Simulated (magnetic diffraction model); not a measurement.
**Zn₃CrC₃: what an assumed order does to the neutron pattern**

Space group P6_3/m (no. 176), a = 7.0870 Å, c = 4.8960 Å.

| site | atom | x | y | z |
| --- | --- | --- | --- | --- |
| 6h | Zn | 0.3582 | 0.2760 | 1/4 |
| 2c | Cr | 1/3 | 2/3 | 1/4 |
| 6h | C | 0.4307 | 0.3211 | 3/4 |

This is a made-up structure (elements placed in a structure type, unrelaxed), so the numbers test the method and describe no known phase.

Only Cr is taken to order (form factors of Cr2+); orders and moment sizes are assumed, and not adapted to the symmetry. Radiation: neutrons of λ = 1.594 Å, 8° to 50°; isotropic B of 0.43 Å² (Zn), 0.4 Å² (Cr) and 0.62 Å² (C). The intensities are simulated: I ∝ L Σ (|F_N|² + |F_M⊥|²) for unpolarised neutrons, with F_M = 2.695 fm/μB × Σ f(s) S exp(2πi Q·r) exp(−B s²) at Q = H ± k (one set where k and −k are equivalent), only the part normal to Q counting and L = 1/(sin²θ cos θ). For collinear order S is the moment m, which repeats by lattice and centring translations R with the sign exp(−2πi k·R). Form factors are spin-only for 3d ions and dipole or tabulated for f ions, scattering lengths are Sears's of 1992, and absorption is left out. A label names one of the reflections at its angle. The strongest nuclear line in the range is 100, and lines under 0.2 are left out.

Assume the order k = (0 0 0), collinear moments along [100], 2.19 μB on Cr; signs + at (1/3, 2/3, 1/4), + at (2/3, 1/3, 3/4).

Predict the pattern, nuclear and magnetic parts apart.

| 2θ (°) | index | nuclear | magnetic |
| --- | --- | --- | --- |
| 14.92 | (1 0 0) | 19.3 | 2.7 |
| 24.04 | (1 0 1) | 24.5 | 7.9 |
| 26.00 | (1 1 0) | 16.6 | 2.6 |
| 30.11 | (2 0 0) | 3.1 | 0.4 |
| 35.70 | (2 0 1) | 7.7 | 1.8 |
| 38.00 | (0 0 2) | 64.7 | 0.5 |
| 40.19 | (2 1 0) | 100.0 | 0.3 |
| 41.04 | (1 0 2) | 5.4 | 0.5 |
| 44.69 | (2 1 1) | 21.4 | 1.4 |
| 45.86 | (3 0 0) | 14.3 | 0.4 |
| 46.62 | (1 1 2) | 10.8 | 1.1 |
| 49.22 | (2 0 2) | 2.5 | 0.2 |

The strongest magnetic line in the range is (1 0 1) at 24.04° (7.9). On top of the Lorentz factor, which all lines share, magnetic lines fade with angle because f falls: for Cr2+ it is 0.88, 0.62, 0.37 and 0.09 at sin θ/λ = 0.1, 0.2, 0.3 and 0.5 Å⁻¹, while nuclear lengths stay constant. The net moment is 4.38 μB a primitive cell.
